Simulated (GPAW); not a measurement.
## KCaF3 (Pm-3m): the F K absorption edge

Aim: the near-edge shape at the F K edge of KCaF3 (Pm-3m), and what the core hole does to it.

Program: GPAW 26.7.0. Level of theory: X-ray absorption from dipole matrix elements to empty bands, plane-wave PAW LDA. Results are calculated unless marked as measured.

**1. The structure**

Symmetry: Pm-3m, No. 221, cubic system. The conventional cell has a = 4.482 Å, b = 4.482 Å, c = 4.482 Å, α = 90.00°, β = 90.00°, γ = 90.00°. Ca has 6 F at 2.24 Å nearest. Nearest to K lie 12 F at 3.17 Å. Nearest to F lie 2 Ca at 2.24 Å and 4 K at 3.17 Å. Farther neighbours and most contacts between anions are not listed.

Structure file:

```xyz
5
Lattice="4.4817 0.0000 0.0000 0.0000 4.4817 0.0000 0.0000 0.0000 4.4817" Properties=species:S:1:pos:R:3 pbc="T T T"
Ca    0.0000    0.0000    0.0000
K     2.2409    2.2409    2.2409
F     2.2409    0.0000    0.0000
F     0.0000    0.0000    2.2409
F     0.0000    2.2409    0.0000
```

**2. The field without a hole**

The ground state comes first: it tells whether the system has a gap, which decides how the excited electron is treated.

The input, scf.py:

```python
import numpy as np
from ase import Atoms
from ase.parallel import parprint, paropen
from gpaw import GPAW, PW, FermiDirac, Mixer, MixerDif, setup_paths
from gpaw.test import gen
setup_paths.insert(0, '.')
gen('F', name='nch1s', xcname='LDA', corehole=(1, 0, 0), write_xml=True)
from gpaw.mpi import world
world.barrier()

atoms = Atoms('CaKF3',
    cell=[[4.481726, 0, 0],
     [0, 4.481726, 0],
     [0, 0, 4.481726]],
    scaled_positions=[[0, 0, 0],
     [0.5, 0.5, 0.5],
     [0.5, 0, 0],
     [0, 0, 0.5],
     [0, 0.5, 0]],
    pbc=True)
atoms.calc = calc = GPAW(legacy_gpaw=True, mode=PW(500, force_complex_dtype=True), xc='LDA', setups={2: 'nch1s'},
    kpts={'size': (6, 6, 6), 'gamma': True}, occupations=FermiDirac(0.05),
    charge=0, mixer=Mixer(0.1, 5, 50), maxiter=150,
    convergence={'density': 0.0001, 'eigenstates': 1e-6}, txt='scf.txt')
energy = atoms.get_potential_energy() + calc.get_reference_energy()
ef = calc.get_fermi_level()
out = dict(energy=energy, fermi=ef, forces=atoms.get_forces().tolist())
parprint(f'all-electron energy {energy:.4f} eV, Fermi level {ef:.4f} eV')
ev = np.array([[calc.get_eigenvalues(k, s) for k in range(len(calc.get_ibz_k_points()))] for s in range(calc.get_number_of_spins())])
out['homo'], out['lumo'], out['counts'] = ev[ev < ef].max(), ev[ev > ef].min(), sorted(set((ev < ef).sum((0, 2)).tolist()))
out['filled'] = (ev[:, 0] < ef).sum(1).tolist()
import json
with paropen('out.json', 'w') as f:
    json.dump(out, f)
```

Started as:

```bash
OMP_NUM_THREADS=1 mpirun -n 4 gpaw python scf.py
```

Numbers of over 12 decimals in the logs are rounded to 6 here.

The program printed:

```text
Input parameters:
  convergence: {density: 0.0001,
                eigenstates: 1e-06}
  kpts: {gamma: True,
         size: (6, 6, 6)}
  maxiter: 150
  mixer: {backend: pulay,
          beta: 0.1,
          method: separate,
          nmaxold: 5,
          weight: 50}
  mode: {ecut: 500.0,
         force_complex_dtype: True,
         name: pw}
  occupations: {fixmagmom: False,
                name: fermi-dirac,
                width: 0.05}
  setups: {2: nch1s}

Initialize ...

[... PAW data sets ...]

Reference energy: -42903.959213  # eV

Spin-paired calculation

[... convergence settings ...]
Symmetries present (total): 16
  [... symmetry matrices ...]

216 k-points: 6 x 6 x 6 Monkhorst-Pack grid + [1/12,1/12,1/12]
40 k-points in the irreducible part of the Brillouin zone
       k-points in crystal coordinates                weights
   0:     0.00000000    0.00000000    0.00000000          1/216
   1:     0.00000000    0.16666667    0.00000000          4/216
   2:     0.00000000    0.16666667    0.16666667          4/216
   3:     0.00000000    0.33333333    0.00000000          4/216
   4:     0.00000000    0.33333333    0.16666667          8/216
   5:     0.00000000    0.33333333    0.33333333          4/216
   6:     0.00000000    0.50000000    0.00000000          2/216
   7:     0.00000000    0.50000000    0.16666667          4/216
   8:     0.00000000    0.50000000    0.33333333          4/216
   9:     0.00000000    0.50000000    0.50000000          1/216
          ...
  39:     0.50000000    0.50000000    0.50000000          1/216

Wave functions: Plane wave expansion
  Cutoff energy: 500.000 eV
  Number of coefficients (min, max): 2260, 2320
  Pulay-stress correction: 0.000000 eV/Ang^3 (de/decut=0.000000)
  Using FFTW library
  Wavefunction extrapolation:
    Improved wavefunction reuse through dual PAW basis

Occupation numbers: Fermi-Dirac:
  width: 0.0500  # eV

Eigensolver
   Davidson(niter=2)

Densities:
  Coarse grid: 24*24*24 grid
  Fine grid: 48*48*48 grid
  Total Charge: 0.000000

Density mixing:
  Method: separate
  Backend: pulay
  Linear mixing parameter: 0.1
  old densities: 5
  Width of damping distribution: 1.1
  Damping of long wavelength oscillations: 50

[... Hamiltonian set-up ...]
Number of atoms: 5
Number of atomic orbitals: 22
Number of bands in calculation: 22
Number of valence electrons: 40
Bands to converge: occupied

... initialized

Initializing position-dependent things.

Density initialized from atomic densities
Creating initial wave functions:
  22 bands from LCAO basis set

Positions:
   0 Ca     0.000000    0.000000    0.000000    ( 0.0000,  0.0000,  0.0000)
   1 K      2.240863    2.240863    2.240863    ( 0.0000,  0.0000,  0.0000)
   2 F      2.240863    0.000000    0.000000    ( 0.0000,  0.0000,  0.0000)
   3 F      0.000000    0.000000    2.240863    ( 0.0000,  0.0000,  0.0000)
   4 F      0.000000    2.240863    0.000000    ( 0.0000,  0.0000,  0.0000)

Unit cell:
           periodic     x           y           z      points  spacing
  1. axis:    yes    4.481726    0.000000    0.000000    24     0.1867
  2. axis:    yes    0.000000    4.481726    0.000000    24     0.1867
  3. axis:    yes    0.000000    0.000000    4.481726    24     0.1867

  Lengths:   4.481726   4.481726   4.481726
  Angles:   90.000000  90.000000  90.000000

Effective grid spacing dv^(1/3) = 0.1867

iter:   1   -29.096095
iter:   2   -28.359510   -0.82  -1.21
iter:   3   -27.607020   -0.60  -1.30
iter:   4   -27.582127   -0.86  -1.46
iter:   5   -27.471202   -1.41  -1.75
iter:   6   -27.467727   -3.54  -2.51
iter:   7   -27.467929c  -2.68  -2.69
iter:   8   -27.465510c  -2.81  -2.65
iter:   9   -27.464605c  -3.76  -3.00
iter:  10   -27.465164c  -3.68  -3.22
iter:  11   -27.464528c  -3.68  -3.07
iter:  12   -27.464526c  -5.25  -3.90
iter:  13   -27.464530c  -5.88  -3.91
iter:  14   -27.464532c  -6.58c -3.83
iter:  15   -27.464533c  -7.09c -3.80
iter:  16   -27.464535c  -7.50c -3.78
iter:  17   -27.464516c  -5.51  -3.75
iter:  18   -27.464515c  -6.25c -4.11c

Converged after 18 iterations.

Dipole moment: (-0.000000, 0.000000, -0.000000) |e|*Ang

Energy contributions relative to reference atoms: (reference = -42903.959213)

Kinetic:        +16.821702
Potential:      -16.014878
External:        +0.000000
XC:             -27.570659
Entropy (-ST):   -0.000000
Local:           -0.700679
SIC:             +0.000000
--------------------------
Free energy:    -27.464515
Extrapolated:   -27.464515

Showing only first 2 kpts
 Kpt  Band  Eigenvalues  Occupancy
  0    18     -1.27314    2.00000
  0    19     -1.27314    2.00000
  0    20      4.69988    0.00000
  0    21      7.77291    0.00000

  1    18     -1.30040    2.00000
  1    19     -1.30039    2.00000
  1    20      5.05555    0.00000
  1    21      7.89921    0.00000

Fermi level: 0.56845

Gap: 5.801 eV
Transition (v -> c):
  (s=0, k=39, n=19, [0.50, 0.50, 0.50]) -> (s=0, k=0, n=20, [0.00, 0.00, 0.00])
Direct/indirect transitions are different
Direct gap: 5.973 eV
Transition at: (s=0, k=0, n=19, [0.00, 0.00, 0.00])

Forces in eV/Ang:
  0 Ca    0.00000    0.00000    0.00000
  1 K     0.00000    0.00000    0.00000
  2 F     0.00000    0.00000    0.00000
  3 F     0.00000    0.00000    0.00000
  4 F    -0.00000    0.00000    0.00000
Scalar-relativistic atomic LDA calculation for F (Fluorine, Z=9)
Core hole in 1s state (1s occupation: 2.0)
300 radial gridpoints.
|------------------------------------------------|
|------------------------------------------------|
[... the atom generator's iteration count ...]

Energy contributions:
-------------------------
Kinetic:      +98.924702
XC:            -9.628727
Potential:   -188.480882
-------------------------
Total:        -99.184907

state      eigenvalue         ekin         rmax
-----------------------------------------------
1s^2.0 :   -24.213779    36.855229        0.115
2s^2.0 :    -1.089490     4.159703        0.767
2p^5.0 :    -0.415007     3.378968        0.703
-----------------------------------------------
(units: Bohr and Hartree)

Generating PAW setup
Kinetic energy of the core from tauc = 73.784289
Cutoffs:
rc(s)=1.200
rc(p)=1.200
rc(d)=1.200
rc(vbar)=1.080
rc(comp)=1.200
rc(nct)=1.200

Kinetic energy of the core states: 73.710458
Charge: 0.0
Core electrons: 2.0
Valence electrons: 7.0
Pseudo-core charge: 0.000387
Shape function alpha=6.944
Pseudo-electron charge 6.013308
state    eigenvalue         norm
--------------------------------
2s(2) :    -1.089490     1.062936
*s    :    -0.089490
2p(5) :    -0.415007     0.777410
*p    :     0.584993
*d    :     0.000000
--------------------------------

Diagonalizing with gridspacing h=0.050

state   all-electron     PAW
-------------------------------
2s:      -1.089490    -1.091166
2p:      -0.415007    -0.417133
*d:                    0.051257
*f:                    0.077758
-------------------------------
all-electron energy -42931.4237 eV, Fermi level 0.5685 eV
```

Wall time 8.5 s (4 MPI ranks of Intel Xeon 6975P-C (Granite Rapids), shared host); peak memory 0.2 GiB; 33 s of CPU time.

The mesh shows a gap of 5.80 eV, so the hole is first treated in a charged cell, without the excited electron.

**3. Spectrum without a core hole, F atom 3**

Without a hole the spectrum is the empty density of states of the right symmetry on the absorber, weighted by matrix elements. It needs only the small cell and serves as the baseline. The data set with a hole of occupation 0 only carries the core orbital.

The absorber has 2 Ca at 2.24 Å (linear, site symmetry 4/mmm).

The input, xas.py:

```python
import numpy as np
from ase import Atoms
from ase.parallel import parprint, paropen
from gpaw import GPAW, PW, FermiDirac, Mixer, MixerDif, setup_paths
from gpaw.test import gen
setup_paths.insert(0, '.')
gen('F', name='nch1s', xcname='LDA', corehole=(1, 0, 0), write_xml=True)
from gpaw.mpi import world
world.barrier()

atoms = Atoms('CaKF3',
    cell=[[4.481726, 0, 0],
     [0, 4.481726, 0],
     [0, 0, 4.481726]],
    scaled_positions=[[0, 0, 0],
     [0.5, 0.5, 0.5],
     [0.5, 0, 0],
     [0, 0, 0.5],
     [0, 0.5, 0]],
    pbc=True)
atoms.calc = calc = GPAW(legacy_gpaw=True, mode=PW(500, force_complex_dtype=True), xc='LDA', setups={2: 'nch1s'},
    kpts={'size': (6, 6, 6), 'gamma': True}, occupations=FermiDirac(0.02),
    charge=0, mixer=Mixer(0.1, 5, 50), maxiter=150,
    convergence={'density': 0.0001, 'eigenstates': 1e-6}, txt='scf.txt')
energy = atoms.get_potential_energy() + calc.get_reference_energy()
ef = calc.get_fermi_level()
out = dict(energy=energy, fermi=ef, forces=atoms.get_forces().tolist())
parprint(f'all-electron energy {energy:.4f} eV, Fermi level {ef:.4f} eV')
ev = np.array([[calc.get_eigenvalues(k, s) for k in range(len(calc.get_ibz_k_points()))] for s in range(calc.get_number_of_spins())])
out['homo'], out['lumo'], out['counts'] = ev[ev < ef].max(), ev[ev > ef].min(), sorted(set((ev < ef).sum((0, 2)).tolist()))
out['filled'] = (ev[:, 0] < ef).sum(1).tolist()

from ase.units import Ha
from gpaw.xas import dipole_matrix_elements
nb = int(calc.get_number_of_electrons() / 2) + 57
top, nb = nb, nb + 8 + nb // 12
nscf = calc.fixed_density(kpts={'size': (5, 5, 5), 'gamma': True}, nbands=nb,
    convergence={'bands': top, 'eigenstates': 5e-3}, maxiter=60, txt='nscf.txt')
cell = atoms.cell.array
ops = [cell.T @ U.T @ np.linalg.inv(cell.T) for U in nscf.wfs.kd.symmetry.op_scc]
filled = [20]  # bands filled in the ground state, by spin
E = np.arange(-25, 34, 0.1)
fwhm = np.interp(E, [4, 25], [0.9, 3.5])
Y, X, zero, highest = 0, 0, 1e9, 1e9
for spin in range(nscf.get_number_of_spins()):
    wfs = nscf.wfs
    mine = wfs.bd.get_slice()  # this rank's bands
    A = dipole_matrix_elements(wfs.setups[2])
    eps = np.zeros((wfs.kd.nibzkpts, nb))
    d = np.zeros((3, A.shape[1], wfs.kd.nibzkpts, nb), complex)
    for kpt in wfs.kpt_u:
        if kpt.s == spin and 2 in kpt.P_ani:
            eps[kpt.k, mine] = kpt.eps_n * Ha
            d[:, :, kpt.k, mine] = (kpt.weight * wfs.nspins / 2) ** 0.5 * np.inner(A, kpt.P_ani[2])
    world.sum(eps)
    world.sum(d)
    T = np.einsum('amkn,bmkn->abkn', d, d.conj()).real
    T = sum(np.einsum('ai,ijkn,bj->abkn', R, T, R) for R in ops) / len(ops)
    empty = np.ones_like(eps, bool) & (np.arange(nb) >= filled[spin])
    zero, highest = min(zero, eps[empty].min()), min(highest, eps[:, top - 1].min())
    lines = [(eps, T, empty)] if spin == 0 else lines + [(eps, T, empty)]
for eps, T, empty in lines:
    f = np.einsum('aakn->akn', T).reshape(3, -1)
    x = eps.ravel() - zero
    w = np.interp(x, E, fwhm) / 2.35482
    g = np.exp(-0.5 * ((E[:, None] - x) / w) ** 2) / (w * (2 * np.pi) ** 0.5)
    Y = Y + (f * empty.ravel()) @ g.T
    X = X + (f * ~empty.ravel()) @ g.T
out.update(E=E.round(2).tolist(), xas=Y.tolist(), xes=X.tolist(), zero=zero, valid=highest - zero, nk=len(eps), nb=nb)
for i in range(0, len(E), 10):
    parprint(f'{E[i]:7.2f}', *(f'{v:10.3e}' for v in Y[:, i]))
import json
with paropen('out.json', 'w') as f:
    json.dump(out, f)
```

Started as:

```bash
OMP_NUM_THREADS=1 mpirun -n 4 gpaw python xas.py
```

The program printed:

```text
Input parameters:
  convergence: {density: 0.0001,
                eigenstates: 1e-06}
  kpts: {gamma: True,
         size: (6, 6, 6)}
  maxiter: 150
  mixer: {backend: pulay,
          beta: 0.1,
          method: separate,
          nmaxold: 5,
          weight: 50}
  mode: {ecut: 500.0,
         force_complex_dtype: True,
         name: pw}
  occupations: {fixmagmom: False,
                name: fermi-dirac,
[...]
*p    :     0.584993
*d    :     0.000000
--------------------------------

Diagonalizing with gridspacing h=0.050

state   all-electron     PAW
-------------------------------
2s:      -1.089490    -1.091166
2p:      -0.415007    -0.417133
*d:                    0.051257
*f:                    0.077758
-------------------------------
all-electron energy -42931.4237 eV, Fermi level 0.5685 eV
[...]
32.00  3.856e-05  3.247e-05  3.247e-05
  33.00  3.268e-05  3.460e-05  3.460e-05
[key lines of the parts left out:]
Converged after 18 iterations.
Dipole moment: (-0.000000, 0.000000, -0.000000) |e|*Ang
Free energy:    -27.464515
Fermi level: 0.56845
```

It took 13 s on 4 MPI ranks; peak memory 0.25 GiB; 51 s of CPU time.

The F K spectrum, F atom 3, no core hole (energy from the lowest empty level; intensity scaled to a mean of 1 over the first 20 eV):

| E (eV) | intensity |
| --- | --- |
| -2.0 | 0.00 |
| -1.4 | 0.00 |
| -0.8 | 0.00 |
| -0.2 | 0.00 |
| 0.4 | 0.05 |
| 1.0 | 0.13 |
| 1.6 | 0.30 |
| 2.2 | 0.62 |
| 2.8 | 1.30 |
| 3.4 | 3.31 |
| 4.0 | 2.59 |
| 4.6 | 0.94 |
| 5.2 | 1.22 |
| 5.8 | 1.75 |
| 6.4 | 1.76 |
| 7.0 | 1.34 |
| 7.6 | 0.90 |
| 8.2 | 0.96 |
| 8.8 | 1.18 |
| 9.4 | 1.15 |
| 10.0 | 0.89 |
| 10.6 | 0.70 |
| 11.2 | 0.65 |
| 11.8 | 0.59 |
| 12.4 | 0.58 |
| 13.0 | 0.71 |
| 13.6 | 0.97 |
| 14.2 | 1.20 |
| 14.8 | 1.27 |
| 15.4 | 1.19 |
| 16.0 | 1.02 |
| 16.6 | 0.84 |
| 17.2 | 0.69 |
| 17.8 | 0.59 |
| 18.4 | 0.54 |
| 19.0 | 0.56 |
| 19.6 | 0.63 |
| 20.2 | 0.71 |
| 20.8 | 0.80 |
| 21.4 | 0.89 |
| 22.0 | 0.97 |
| 22.6 | 1.04 |
| 23.2 | 1.08 |
| 23.8 | 1.10 |
| 24.4 | 1.11 |
| 25.0 | 1.14 |
| 25.6 | 1.19 |
| 26.2 | 1.23 |
| 26.8 | 1.26 |
| 27.4 | 1.28 |
| 28.0 | 1.28 |
| 28.6 | 1.27 |
| 29.2 | 1.24 |
| 29.8 | 1.17 |
| 30.4 | 1.06 |
| 31.0 | 0.94 |
| 31.6 | 0.84 |

Main maxima below 24 eV (height): 3.6 eV (3.53), 6.1 eV (1.80), 9.1 eV (1.21) and 14.7 eV (1.28). A K edge sees empty p states on the absorber.

The same matrix elements for filled bands give the F K emission of F atom 3 (ground-state approximation; energy from the lowest empty level, largest value 1):

| E (eV) | emission |
| --- | --- |
| -24.00 | 0.00 |
| -23.25 | 0.00 |
| -22.50 | 0.00 |
| -21.75 | 0.00 |
| -21.00 | 0.00 |
| -20.25 | 0.00 |
| -19.50 | 0.00 |
| -18.75 | 0.00 |
| -18.00 | 0.00 |
| -17.25 | 0.00 |
| -16.50 | 0.00 |
| -15.75 | 0.00 |
| -15.00 | 0.00 |
| -14.25 | 0.00 |
| -13.50 | 0.00 |
| -12.75 | 0.00 |
| -12.00 | 0.00 |
| -11.25 | 0.00 |
| -10.50 | 0.00 |
| -9.75 | 0.00 |
| -9.00 | 0.00 |
| -8.25 | 0.01 |
| -7.50 | 0.28 |
| -6.75 | 0.91 |
| -6.00 | 0.77 |
| -5.25 | 0.08 |
| -4.50 | 0.00 |
| -3.75 | 0.00 |
| -3.00 | 0.00 |
| -2.25 | 0.00 |
| -1.50 | 0.00 |
| -0.75 | 0.00 |
| 0.00 | 0.00 |
| 0.75 | 0.00 |
| 1.50 | 0.00 |
| 2.25 | 0.00 |
| 3.00 | 0.00 |

Emission maxima: -6.4 eV (1.00).

**4. Supercell without a hole, the energy reference**

The photon energy needs a difference of total energies, so the cell and mesh of the coming hole run are first run without a hole.

scf.py, as its differences from that of step 2:

```diff
@@ -10,14 +10,19 @@
 
-atoms = Atoms('CaKF3',
-    cell=[[4.481726, 0, 0],
-     [0, 4.481726, 0],
-     [0, 0, 4.481726]],
+atoms = Atoms('Ca2K2F6',
+    cell=[[4.481726, 0, 4.481726],
+     [0, 4.481726, 4.481726],
+     [0, -4.481726, 4.481726]],
     scaled_positions=[[0, 0, 0],
-     [0.5, 0.5, 0.5],
-     [0.5, 0, 0],
-     [0, 0, 0.5],
-     [0, 0.5, 0]],
+     [0, 0.5, 0.5],
+     [0.5, 0.25, 0.75],
+     [0.5, 0.75, 0.25],
+     [0.5, 0.75, 0.75],
+     [0.5, 0.25, 0.25],
+     [0, 0.25, 0.25],
+     [0, 0.75, 0.75],
+     [0, 0.25, 0.75],
+     [0, 0.75, 0.25]],
     pbc=True)
-atoms.calc = calc = GPAW(legacy_gpaw=True, mode=PW(500, force_complex_dtype=True), xc='LDA', setups={2: 'nch1s'},
-    kpts={'size': (6, 6, 6), 'gamma': True}, occupations=FermiDirac(0.05),
+atoms.calc = calc = GPAW(legacy_gpaw=True, mode=PW(500, force_complex_dtype=True), xc='LDA', setups={4: 'nch1s'},
+    kpts={'size': (4, 4, 4), 'gamma': True}, occupations=FermiDirac(0.02),
     charge=0, mixer=Mixer(0.1, 5, 50), maxiter=150,
```

Started as:

```bash
OMP_NUM_THREADS=1 mpirun -n 4 gpaw python scf.py
```

The program printed:

```text
Input parameters:
  convergence: {density: 0.0001,
                eigenstates: 1e-06}
  kpts: {gamma: True,
         size: (4, 4, 4)}
  maxiter: 150
  mixer: {backend: pulay,
          beta: 0.1,
          method: separate,
          nmaxold: 5,
          weight: 50}
  mode: {ecut: 500.0,
         force_complex_dtype: True,
         name: pw}
  occupations: {fixmagmom: False,
                name: fermi-dirac,
[...]
--------------------------------
2s(2) :    -1.089490     1.062936
*s    :    -0.089490
2p(5) :    -0.415007     0.777410
*p    :     0.584993
*d    :     0.000000
--------------------------------

Diagonalizing with gridspacing h=0.050

state   all-electron     PAW
-------------------------------
2s:      -1.089490    -1.091166
2p:      -0.415007    -0.417133
*d:                    0.051257
*f:                    0.077758
-------------------------------
all-electron energy -85862.8471 eV, Fermi level 0.5682 eV
[key lines of the parts left out:]
Converged after 19 iterations.
Dipole moment: (0.000000, 0.000000, 0.000000) |e|*Ang
Free energy:    -54.928660
Fermi level: 0.56821
```

Elapsed: 18 s, on 4 MPI ranks; peak memory 0.27 GiB.

Reference energy: -85862.847 eV with the cores included.

(Part 1 of 3 ends here.)

[Banner, clock and machine lines of the logs are left out without a mark of their own.]

[Logs are printed without paths, hosts, clocks, repeated set-up lines and the standing remarks that a program may print on its own settings, such as how far it seeks lower states.]

[Hosts, paths, dates, database ids (printed as entryN), source tags and the programs' standing remarks are cut or masked in the printed files.]

[Lists of maxima count a maximum above −3 eV only where it reaches 4 % of the highest in the window and stands out from its surroundings by 2 % of it (1.5 % where it reaches 55 %); shoulders and weaker maxima are passed over, and of the rest the first, up to two pre-edge ones and the few strongest are named.]
